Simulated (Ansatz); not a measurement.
**Pt chain started as a strip of triangles: one chain at several levels of theory**

Wanted: the relaxed geometry and the open channels of the Pt chain started as a strip of triangles, by several methods.

Calculated with Ansatz 0.2.0; DFT PBE, plane waves, PAW; relaxation of a chain's period, in the first sound run; inputs show where later runs differ.

Most raw output is cut from this account.

## (1) Starting point

The cell holds 2 atoms: 2 Pt. Cell: a = 9.000 Å, b = 7.500 Å, c = 2.662 Å, α = 90.0°, β = 90.0°, γ = 90.0°. Vacuum lies along a and b. The structure's axis is c.

## (2) The relaxed wire, level PBE, cutoff 420 eV

Band widths follow the bond lengths, so the chain is relaxed first. The atoms and the third cell vector are free; the box across stays fixed as vacuum. Moments are seeded so that a magnetic state can form if it lies lower. A Fermi-Dirac smearing is set since the result may be a metal. The pressure printed is a third of the stress's trace over the whole box, vacuum included; only the stress along the axis is relaxed.

The input, input.yaml:

```yaml
crystal:
  lattice:
    - [9.0, 0.0, 0.0]
    - [0.0, 7.5, 0.0]
    - [0.0, 0.0, 2.66152]
  atoms:
    - { symbol: Pt, position: [0.373671111, 0.5, 0.0], spin: 0.6 }
    - { symbol: Pt, position: [0.626328889, 0.5, 0.5], spin: 0.6 }
magnetization:
  spin_polarized: true
kpoints:
  mp_grid: { grid: [1, 1, 31] }
scf:
  occupations: { method: fermi_dirac, width: 0.05 }
hamiltonian:
  xc: pbe
relax:
  cell: { fix: [a, b, alpha, beta, gamma] }
  max_steps: 60
```

Run with:

```sh
$ ansatz run input.yaml --threads 4 --pin off --max-ram 8192MiB --backend cpu --events-out ev --progress --plain --runs-dir out
```

The job ended after 23 s (4 threads of Arm Neoverse V1, shared host; peak memory 0.5 GiB).

The steps of the relaxation:

```csv
step,energy less that of the first step (eV),largest force component (eV/Å),pressure (GPa),volume (Å³)
1,0.0000,0.6246,-2.14,179.65
2,-0.1225,1.1512,0.88,170.88
3,-0.1861,0.3850,-0.15,170.32
4,-0.1997,0.2517,0.08,165.66
5,-0.2098,0.0038,-0.08,167.48
6,-0.2099,0.0041,-0.05,167.38
7*,-0.2077,0.0045,-0.04,167.38
```

Relaxation steps marked * repeat the geometry before them on a plane-wave basis chosen anew for their cell, so energy and pressure can jump there.

Forces are held to the 8 operations that the run works with; a distortion that breaks them can't arise in this run.

```csv
cell as run,before,after,change
c (Å),2.662,2.480,-6.8 %
```

The atoms that moved most (Å, along periodic axes as changes of fractional coordinates times the final cell, across vacuum about the mean position):

```csv
atom,dx,dy,dz,length
Pt1,-0.029,0.000,0.000,0.029
Pt2,0.029,0.000,0.000,0.029
```

The relaxed structure:

```
Pt
1.0
     9.00000    0.00000    0.00000
     0.00000    7.50000    0.00000
     0.00000    0.00000    2.47972
Pt
2
Cartesian
  3.3340 3.7500 0.0000
  5.6660 3.7500 1.2399
```

This step gave:

```yaml
energy_at_zero_smearing: -25042.2088 eV
cell_length_along_the_wire: 2.480 Å
```

The cell's length comes to 2.480 Å with no moment.

## (3) The perfect wire, level PBE, cutoff 420 eV

This step: DFT PBE, plane waves, PAW; channels and complex bands of a perfect chain (Ansatz 0.2.0).

At the relaxed period the Bloch states of the perfect chain are found at each energy: those that move forward count the open channels, and those that decay describe how a disturbance dies away inside the wire itself. An energy step of 0.035 eV is under the 0.039 eV that the program asks for its thermal average at 300 K.

The input, input.yaml:

```yaml
crystal:
  lattice:
    - [9.0, 0.0, 0.0]
    - [0.0, 7.5, 0.0]
    - [0.0, 0.0, 2.4797237033]
  atoms:
    - { symbol: Pt, position: [0.370449054, 0.5, 0.0] }
    - { symbol: Pt, position: [0.629550946, 0.5, 0.5] }
kpoints:
  mp_grid: { grid: [1, 1, 33] }
  band_path: { path: ["Γ", Z], npoints: 60 }
scf:
  occupations: { method: fermi_dirac, width: 0.05 }
hamiltonian:
  xc: pbe
output:
  transmission:
    e_range: [-2, 2]
    de: 0.035
    kmesh: [1, 1]
    reduced_basis: true
    leads: [[0, 0]]
  dos: { projected: true, e_range: [-6, 4] }
  write_potential: true
  write_density: true
  volumetric_format: npy
  elf: true
```

Run time: 41 s. Hardware: 4 threads; peak memory 0.77 GiB; 2.5 min of CPU time.

Numbers from this step:

| Quantity | Value |
| --- | --- |
| energy at zero smearing | -25042.1984 eV |
| channels at the energy nearest the Fermi level, one spin | 7 |
| conductance of the lead as this run defines it | 6.840 G₀ |
| band gap | 0 eV |

Table of open channels of the lead, one spin by energy, zero at the Fermi level:

```csv
energy (eV),"open channels of the lead, one spin"
-2.00,4
-1.90,5
-1.79,5
-1.69,5
-1.58,5
-1.48,7
-1.37,7
-1.23,7
-1.12,7
-1.02,6
-0.92,8
-0.81,9
-0.70,8
-0.60,8
-0.49,8
-0.39,6
-0.28,6
-0.18,6
-0.07,7
-0.01,7
0.07,5
0.17,5
0.28,5
0.38,4
0.48,4
0.59,4
0.69,3
0.80,3
0.91,3
1.01,3
1.11,2
1.22,2
1.36,2
1.47,2
1.57,2
1.68,2
1.78,2
1.89,2
1.99,2
```

The slowest values at each energy, most degenerate partners merged, listed up to 1.5 1/Å. Table of Im kz of the slowest decaying states by energy, zero at the Fermi level:

```csv
energy (eV),decay 1 (Å⁻¹),decay 2 (Å⁻¹),decay 3 (Å⁻¹),decay 4 (Å⁻¹)
-2.0000,0.203,0.233,0.337,0.738
-1.7550,0.167,0.308,0.652,1.00
-1.5100,0.0397,0.264,0.542,0.925
-1.2650,0.199,0.384,0.831,1.14
-0.9850,0.0923,0.678,1.10,1.24
-0.7400,0.0786,0.267,0.320,1.06
-0.4950,0.0989,0.292,1.03,1.19
-0.2500,0.0731,0.298,0.357,0.994
-0.0050,0.440,0.537,0.960,1.13
0.2400,0.163,0.532,0.639,0.927
0.4850,0.148,0.247,0.601,0.712
0.7650,0.0912,0.229,0.313,0.664
1.0100,0.143,0.273,0.359,0.708
1.2550,0.0970,0.171,0.306,0.399
1.5000,0.127,0.185,0.331,0.435
1.7450,0.140,0.188,0.351,0.467
```

The electronic bands at the labelled points (eV, zero at the Fermi level):

```csv
point,band 15,band 16,band 17,band 18,band 19,band 20,band 21,band 22
Γ,-0.89,-0.78,-0.13,0.31,0.63,1.03,2.68,2.76
halfway,-1.45,-1.19,-0.90,-0.64,-0.35,1.75,5.41,5.48
Z,-0.55,-0.55,0.06,0.06,4.64,4.64,7.96,7.96
```

Electrostatic potential energy in the ca plane at fractional y = 0.500, with atoms of Pt within 0.2 Å of it. With pseudopotentials it is smooth inside the atoms' cores, unlike the true potential.

Ten even steps from '0' (-81 eV) to '9' (5 eV), each cell a mean:
```
9999999999999
9999999999999
9999999999999
9999999999999
9999999999999
9999988889999
9988765567889
9875310013578
8863100001368
8874200002478
9987644446789
9998888888899
6678899998876
1234789987432
0002578875200
0002578875200
2346789987643
7788999999887
9999999999999
9999999999999
9999999999999
9999999999999
9999999999999
9999999999999
```
Columns run along c (2.5 Å; values clipped at the 3rd and 97th percentile), rows up along a (9.0 Å). Atoms in or near the plane, at fractional coordinates: Pt at (0.00, 0.37), Pt at (0.50, 0.63).

Valence density in the ca plane at fractional y = 0.500, with atoms of Pt within 0.2 Å of it. It is the smooth field of the valence electrons, not physical close to the nuclei.

Ten even steps from '_' (0 e/Å³) to '@' (12 e/Å³), each cell a mean:
```
__________________________
__________________________
__________________________
__________________________
__________________________
__________________________
________....::::....______
______..--++****++--..____
____..--**%%@@@@%%**--..__
____..::==**%%%%**==::..__
________..::----::..______
__________________________
......________________....
++++--::..________..::--++
@@@@##==::________::==##@@
@@%%**--..________..--**%%
==--::..____________..::--
__________________________
__________________________
__________________________
__________________________
__________________________
__________________________
__________________________
```
Columns run along c (2.5 Å), rows up along a (9.0 Å). Atoms in or near the plane, at fractional coordinates: Pt at (0.00, 0.37), Pt at (0.50, 0.63).

ELF in the ca plane at fractional y = 0.500, with atoms of Pt within 0.2 Å of it. It is the smooth field of the valence electrons, not physical close to the nuclei.

Ten even steps from '_' (0.00) to '@' (0.69), each cell a mean:
```
__________________________
__________________________
__________________________
........____________......
--::::::............::::::
====----::::----::::----==
++======++********++======
====++**%%@@@@@@@@%%**++==
====++%%@@@@@@@@@@@@%%++==
==--==##%%@@@@@@@@%%##==--
------==++**####**++==----
==========================
++++++==----====----==++++
@@%%%%**==--------==**%%%%
@@@@@@%%**========**%%@@@@
@@@@@@%%**========**%%@@@@
%%%%##**====++++====**##%%
====------========------==
::::::::::--------::::::::
............::::..........
__________________________
__________________________
__________________________
__________________________
```
Columns run along c (2.5 Å), rows up along a (9.0 Å). Atoms in or near the plane, at fractional coordinates: Pt at (0.00, 0.37), Pt at (0.50, 0.63).

By hand: the program gives 7.8512 × 10^14 S/m² over the cell's cross-section of 67.50 Å² = 6.750 × 10^-19 m², so one cell conducts 5.300 × 10^-4 S. Divided by G0 = 2e²/h = 7.748 × 10^-5 S this is 6.84 G0, a resistance of 1.89 kΩ.

At the computed energy nearest the Fermi level there are 7 channels a spin, and the thermal average gives 6.84 G₀.

## (4) The relaxed wire, cutoff 500 eV

This step: DFT r2SCAN, plane waves, PAW; relaxation of a chain's period (Ansatz 0.2.0).

The relaxation is repeated under another functional. r2SCAN also reads the kinetic-energy density; it often gives larger moments and wider gaps than PBE, at a higher cost. Against the first PBE run of this kind, the cutoff is 500 eV against 420.

The input, input.yaml:

```yaml
crystal:
  lattice:
    - [9.0, 0.0, 0.0]
    - [0.0, 7.5, 0.0]
    - [0.0, 0.0, 2.66152]
  atoms:
    - { symbol: Pt, position: [0.373671111, 0.5, 0.0], spin: 0.6 }
    - { symbol: Pt, position: [0.626328889, 0.5, 0.5], spin: 0.6 }
magnetization:
  spin_polarized: true
kpoints:
  mp_grid: { grid: [1, 1, 31] }
scf:
  occupations: { method: fermi_dirac, width: 0.05 }
hamiltonian:
  xc: r2scan
relax:
  cell: { fix: [a, b, alpha, beta, gamma] }
  max_steps: 60
```

Run time: 2.7 min. Hardware: 4 threads; peak memory 0.9 GiB.

The steps of the relaxation:

```csv
step,energy less that of the first step (eV),largest force component (eV/Å),pressure (GPa),volume (Å³)
1,0.0000,1.0139,-2.69,179.65
2,-0.1343,1.6936,1.32,170.87
3,-0.2359,0.1414,-0.46,170.58
4,-0.2605,0.1614,-0.20,167.83
5,-0.2450,0.2139,0.46,163.30
6,-0.2669,0.0740,-0.07,165.90
7,-0.2673,0.0041,-0.08,166.29
8,-0.2673,0.0019,-0.06,166.23
9*,-0.2662,0.0020,-0.07,166.23
```

Relaxation steps marked * repeat the geometry before them on a plane-wave basis chosen anew for their cell, so energy and pressure can jump there. Relaxation step 5 was tried and not accepted.

Forces are held to the 8 operations that the run works with; a distortion that breaks them can't arise in this run.

```csv
cell as run,before,after,change
c (Å),2.662,2.463,-7.5 %
```

The atoms that moved most (Å, along periodic axes as changes of fractional coordinates times the final cell, across vacuum about the mean position):

```csv
atom,dx,dy,dz,length
Pt1,-0.015,0.000,0.000,0.015
Pt2,0.015,0.000,0.000,0.015
```

Final coordinates:

```cif
data_structure
_symmetry_space_group_name_H-M 'P 1'
_symmetry_Int_Tables_number 1
_cell_length_a 9.0000
_cell_length_b 7.5000
_cell_length_c 2.4626
_cell_angle_alpha 90.000
_cell_angle_beta 90.000
_cell_angle_gamma 90.000
_cell_volume 166.23
loop_
_atom_site_label
_atom_site_type_symbol
_atom_site_fract_x
_atom_site_fract_y
_atom_site_fract_z
_atom_site_occupancy
Pt1 Pt 0.37200 0.50000 0.00000 1
Pt2 Pt 0.62800 0.50000 0.50000 1
```

The cell's length comes to 2.463 Å, -0.7 % against the first run, with an absolute moment of 0.34 μB a cell.

## (5) The wire at its relaxed period, level r2SCAN, cutoff 500 eV

This step: DFT r2SCAN, plane waves, PAW; channels and complex bands of a perfect chain (Ansatz 0.2.0).

The channels are counted again under r2SCAN, at the period that it gave. Its window is narrower, to save time.

The input, input.yaml:

```yaml
crystal:
  lattice:
    - [9.0, 0.0, 0.0]
    - [0.0, 7.5, 0.0]
    - [0.0, 0.0, 2.4626192791]
  atoms:
    - { symbol: Pt, position: [0.372004585, 0.5, 0.0], spin: -0.11 }
    - { symbol: Pt, position: [0.627995415, 0.5, 0.5], spin: -0.11 }
magnetization:
  spin_polarized: true
kpoints:
  mp_grid: { grid: [1, 1, 33] }
  band_path: { path: ["Γ", Z], npoints: 60 }
scf:
  occupations: { method: fermi_dirac, width: 0.05 }
hamiltonian:
  xc: r2scan
output:
  transmission:
    e_range: [-0.7, 0.7]
    de: 0.035
    kmesh: [1, 1]
    reduced_basis: true
    leads: [[0, 0]]
  dos: { projected: true, e_range: [-6, 4] }
```

Wall time 76 s (4 threads); peak memory 0.97 GiB; 4.6 min of CPU time.

At the computed energy nearest the Fermi level there are 6 spin-up and 5 spin-down channels, and the thermal average gives 5.56 G₀.

## (6) Relaxing the period

This step: DFT LDA, plane waves, PAW; relaxation of a chain's period (Ansatz 0.2.0).

The relaxation is repeated under another functional. LDA has no gradient terms and tends to overbind, so it marks the short end of the likely bond lengths.

input.yaml, the sections that differ from step 5:

```yaml
crystal:
  lattice:
    - [9.0, 0.0, 0.0]
    - [0.0, 7.5, 0.0]
    - [0.0, 0.0, 2.66152]
  atoms:
    - { symbol: Pt, position: [0.373671111, 0.5, 0.0], spin: 0.6 }
    - { symbol: Pt, position: [0.626328889, 0.5, 0.5], spin: 0.6 }
kpoints:
  mp_grid: { grid: [1, 1, 31] }
hamiltonian:
  xc: lda
relax:
  cell: { fix: [a, b, alpha, beta, gamma] }
  max_steps: 60
# magnetization, scf: as in step 5
# output: removed
```

Elapsed: 18 s, on 4 threads; peak memory 0.47 GiB.

Relaxation path:

```csv
step,energy less that of the first step (eV),largest force component (eV/Å),pressure (GPa),volume (Å³)
1,0.0000,1.3900,-3.64,179.65
2,-0.2650,1.7292,1.04,170.81
3,-0.4225,0.3165,-0.76,168.72
4,-0.4512,0.5556,0.13,161.11
5,-0.4857,0.0152,-0.06,163.61
6,-0.4857,0.0030,-0.04,163.63
7*,-0.4841,0.0032,-0.04,163.63
```

Relaxation steps marked * repeat the geometry before them on a plane-wave basis chosen anew for their cell, so energy and pressure can jump there.

Forces are held to the 8 operations that the run works with; a distortion that breaks them can't arise in this run.

```csv
cell as run,before,after,change
c (Å),2.662,2.424,-8.9 %
```

Final coordinates:

```cif
data_structure
_symmetry_space_group_name_H-M 'P 1'
_symmetry_Int_Tables_number 1
_cell_length_a 9.0000
_cell_length_b 7.5000
_cell_length_c 2.4241
_cell_angle_alpha 90.000
_cell_angle_beta 90.000
_cell_angle_gamma 90.000
_cell_volume 163.63
loop_
_atom_site_label
_atom_site_type_symbol
_atom_site_fract_x
_atom_site_fract_y
_atom_site_fract_z
_atom_site_occupancy
Pt1 Pt 0.37278 0.50000 0.00000 1
Pt2 Pt 0.62722 0.50000 0.50000 1
```

The cell's length comes to 2.424 Å, -2.2 % against the first run, with no moment.

## (7) The wire at its relaxed period, level LDA, cutoff 420 eV

This step: DFT LDA, plane waves, PAW; channels and complex bands of a perfect chain (Ansatz 0.2.0).

The channels are counted again under LDA, at the period that it gave.

The input, input.yaml:

```yaml
crystal:
  lattice:
    - [9.0, 0.0, 0.0]
    - [0.0, 7.5, 0.0]
    - [0.0, 0.0, 2.4240800783]
  atoms:
    - { symbol: Pt, position: [0.372780517, 0.5, 0.0] }
    - { symbol: Pt, position: [0.627219483, 0.5, 0.5] }
kpoints:
  mp_grid: { grid: [1, 1, 34] }
  band_path: { path: ["Γ", Z], npoints: 60 }
scf:
  occupations: { method: fermi_dirac, width: 0.05 }
hamiltonian:
  xc: lda
output:
  transmission:
    e_range: [-2, 2]
    de: 0.035
    kmesh: [1, 1]
    reduced_basis: true
    leads: [[0, 0]]
  dos: { projected: true, e_range: [-6, 4] }
```

It took 32 s on 4 threads; peak memory 0.65 GiB.

At the computed energy nearest the Fermi level there are 7 channels a spin, and the thermal average gives 6.94 G₀.

## (8) Relaxing the period

This step: DFT PBEsol, plane waves, PAW; relaxation of a chain's period (Ansatz 0.2.0).

The relaxation is repeated under another functional. PBEsol weakens PBE's gradient terms and usually lands between LDA and PBE.

The input, input.yaml:

```yaml
crystal:
  lattice:
    - [9.0, 0.0, 0.0]
    - [0.0, 7.5, 0.0]
    - [0.0, 0.0, 2.66152]
  atoms:
    - { symbol: Pt, position: [0.373671111, 0.5, 0.0], spin: 0.6 }
    - { symbol: Pt, position: [0.626328889, 0.5, 0.5], spin: 0.6 }
magnetization:
  spin_polarized: true
kpoints:
  mp_grid: { grid: [1, 1, 31] }
scf:
  occupations: { method: fermi_dirac, width: 0.05 }
hamiltonian:
  xc: pbesol
relax:
  cell: { fix: [a, b, alpha, beta, gamma] }
  max_steps: 60
```

It took 23 s on 4 threads; peak memory 0.5 GiB; 86 s of CPU time.

The steps of the relaxation:

```csv
step,energy less that of the first step (eV),largest force component (eV/Å),pressure (GPa),volume (Å³)
1,0.0000,1.1121,-3.06,179.65
2,-0.1949,1.5854,1.06,170.84
3,-0.3114,0.3488,-0.53,169.61
4,-0.3486,0.3523,-0.07,163.72
5,-0.3595,0.0347,-0.08,165.04
6,-0.3595,0.0052,-0.04,165.09
7*,-0.3574,0.0055,-0.04,165.09
```

Relaxation steps marked * repeat the geometry before them on a plane-wave basis chosen anew for their cell, so energy and pressure can jump there.

The run keeps the 8 symmetry operations that it works with, so distortions that break them were not tested.

```csv
cell as run,before,after,change
c (Å),2.662,2.446,-8.1 %
```

The atoms that moved most (Å, along periodic axes as changes of fractional coordinates times the final cell, across vacuum about the mean position):

```csv
atom,dx,dy,dz,length
Pt1,-0.014,0.000,0.000,0.014
Pt2,0.014,0.000,0.000,0.014
```

Final coordinates:

```xyz
2
Lattice="9.0000 0.0000 0.0000 0.0000 7.5000 0.0000 0.0000 0.0000 2.4457" Properties=species:S:1:pos:R:3
Pt    3.3486    3.7500    0.0000
Pt    5.6514    3.7500    1.2229
```

The cell's length comes to 2.446 Å, -1.4 % against the first run, with no moment.

The cell shrank by 8.1 % in its periodic edges. First to last step the energy falls by 0.357 eV, across changes of basis; the largest move, 0.014 Å, is that of Pt1 and 1 other atom alike.

## (9) Bands of the perfect wire, level PBEsol, cutoff 420 eV

This step: DFT PBEsol, plane waves, PAW; channels and complex bands of a perfect chain (Ansatz 0.2.0).

The channels are counted again under PBEsol, at the period that it gave.

The input, input.yaml:

```yaml
crystal:
  lattice:
    - [9.0, 0.0, 0.0]
    - [0.0, 7.5, 0.0]
    - [0.0, 0.0, 2.4457082636]
  atoms:
    - { symbol: Pt, position: [0.372068299, 0.5, 0.0] }
    - { symbol: Pt, position: [0.627931701, 0.5, 0.5] }
kpoints:
  mp_grid: { grid: [1, 1, 33] }
  band_path: { path: ["Γ", Z], npoints: 60 }
scf:
  occupations: { method: fermi_dirac, width: 0.05 }
hamiltonian:
  xc: pbesol
output:
  transmission:
    e_range: [-2, 2]
    de: 0.035
    kmesh: [1, 1]
    reduced_basis: true
    leads: [[0, 0]]
  dos: { projected: true, e_range: [-6, 4] }
```

It took 43 s on 4 threads; peak memory 0.78 GiB.

At the computed energy nearest the Fermi level there are 7 channels a spin, and the thermal average gives 6.91 G₀.

## (10) Side by side

Times are for 4 threads of Arm Neoverse V1, shared host. The runs compared:

```csv
no.,level,conductance of the lead as this run defines it (G₀),absolute moment (μB),time,memory (GiB)
1,PBE,6.840,0,41 s,0.77
2,r2SCAN,5.562,0.4520,76 s,0.97
3,LDA,6.937,0,32 s,0.65
4,PBEsol,6.913,0,43 s,0.78
```

## (11) The relaxed wire, cutoff 750 eV

This step: DFT PBE, plane waves, PAW (JTH); relaxation of a chain's period (Ansatz 0.2.0).

The same functional on other atomic datasets tests how far the result hangs on the treatment of the cores. Against the first PBE run of this kind, the cutoff is 750 eV against 420.

The input, input.yaml:

```yaml
crystal:
  lattice:
    - [9.0, 0.0, 0.0]
    - [0.0, 7.5, 0.0]
    - [0.0, 0.0, 2.66152]
  atoms:
    - { symbol: Pt, position: [0.373671111, 0.5, 0.0], spin: 0.6 }
    - { symbol: Pt, position: [0.626328889, 0.5, 0.5], spin: 0.6 }
magnetization:
  spin_polarized: true
kpoints:
  mp_grid: { grid: [1, 1, 31] }
scf:
  occupations: { method: fermi_dirac, width: 0.05 }
hamiltonian:
  xc: pbe
  pseudopotentials: { kind: paw, source: jth }
relax:
  cell: { fix: [a, b, alpha, beta, gamma] }
  max_steps: 60
```

Run time: 40 s. Hardware: 4 threads; peak memory 0.74 GiB; 2.5 min of CPU time.

The cell's length comes to 2.494 Å, +0.6 % against the first run, with no moment.

(Part 1 of 2 ends here.)

[Logs are printed without paths, hosts, clocks, repeated set-up lines and the standing remarks that a program may print on its own settings, such as how far it seeks lower states.]

[Hosts, paths, dates, database ids (printed as entryN), source tags and the programs' standing remarks are cut or masked in the printed files.]
